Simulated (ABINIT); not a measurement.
## Beyond one shot: Diamond (Fd-3m, 2 atoms a cell)

The structure is cubic, space group Fd-3m (No. 227). Conventional cell: a = 3.567 Å, b = 3.567 Å, c = 3.567 Å, α = 90.00°, β = 90.00°, γ = 90.00°. Nearest to C lie 4 C at 1.54 Å.

```
C
1.0
     0.00000    1.78337    1.78337
     1.78337    0.00000    1.78337
     1.78337    1.78337    0.00000
C
2
Direct
  0.00000 0.00000 0.00000
  0.25000 0.25000 0.25000
```

| Item | Value |
| --- | --- |
| method | RPA screening on PBE from quasiparticle energies and orbitals, plane waves, norm-conserving pseudopotentials (and 4 further levels or steps) |
| program | ABINIT 10.8.3 |
| settings | cutoff 37 Ha, PseudoDojo scalar-relativistic 0.4.1 standard, norm-conserving, potential set dojo-sr-pbe-0.4.1-standard, ngkpt (6, 6, 6), nband 56, ecuteps 8 Ha, gwcalctyp 27, nfreqre 1, inclvkb 2, shiftk (0, 0, 0), symchi 1, awtr 1, frequency static, cycle 5, q points all but q = 0, 6×6×6 k-mesh |
| cost | 16 runs, 3.2 min in all on 4 MPI ranks of Arm Neoverse V2, shared host |
| notes | The cell and positions come from the Crystallography Open Database and are kept as given unless a step says otherwise. The 6×6×6 mesh is coarse for this cell, which bears on the long-range parts of exchange and screening. |
| G0W0 | 5.481 eV |
| self-consistent COHSEX, cycle 1 | 6.364 eV |
| self-consistent COHSEX, cycle 2 | 6.733 eV |
| self-consistent COHSEX, cycle 3 | 6.779 eV |
| self-consistent COHSEX, cycle 4 | 6.769 eV |
| self-consistent COHSEX, cycle 5 | 6.755 eV |
| known limits | short of the basis limit; coarse k mesh |

Only the bands that the input lists are updated; the higher empty ones keep the functional's energies. Self-consistent COHSEX ends at 6.75 eV, +1.27 eV from G0W0, after 5 cycles that took 3 min beside the first screening; the last moved the gap by 0.014 eV.

[Long decimals in the printed logs are rounded to 6 places.]

[Logs are printed without paths, hosts, clocks, repeated set-up lines and the standing remarks that a program may print on its own settings, such as how far it seeks lower states.]

[Paths, hosts, dates, memory and timing lines, banners, echoed tables and standing remarks are left out of the program output; an Ansatz launch command may be rebuilt from the run's recorded settings. Measured values are a selection of at most five: reports struck by readers or far from the other reports are left out. None is set beside runs whose start may be inverted or whose files or cutoffs have a known fault.]

[Runs of the session that timed out or met a known fault of the program may be left out.]

[Hosts, paths, dates, database ids (printed as entryN), source tags and the programs' standing remarks are cut or masked in the printed files.]

[G0W0 gaps are taken among the corrected bands and points alone; a level outside them can change the order at an edge.]

[Where Ansatz stands beside ABINIT at settings called matched, ABINIT's density can come from a denser mesh and the files from another edition; pairs whose starting gaps differed by over 0.03 eV were left out, so agreement reads better than it is.]
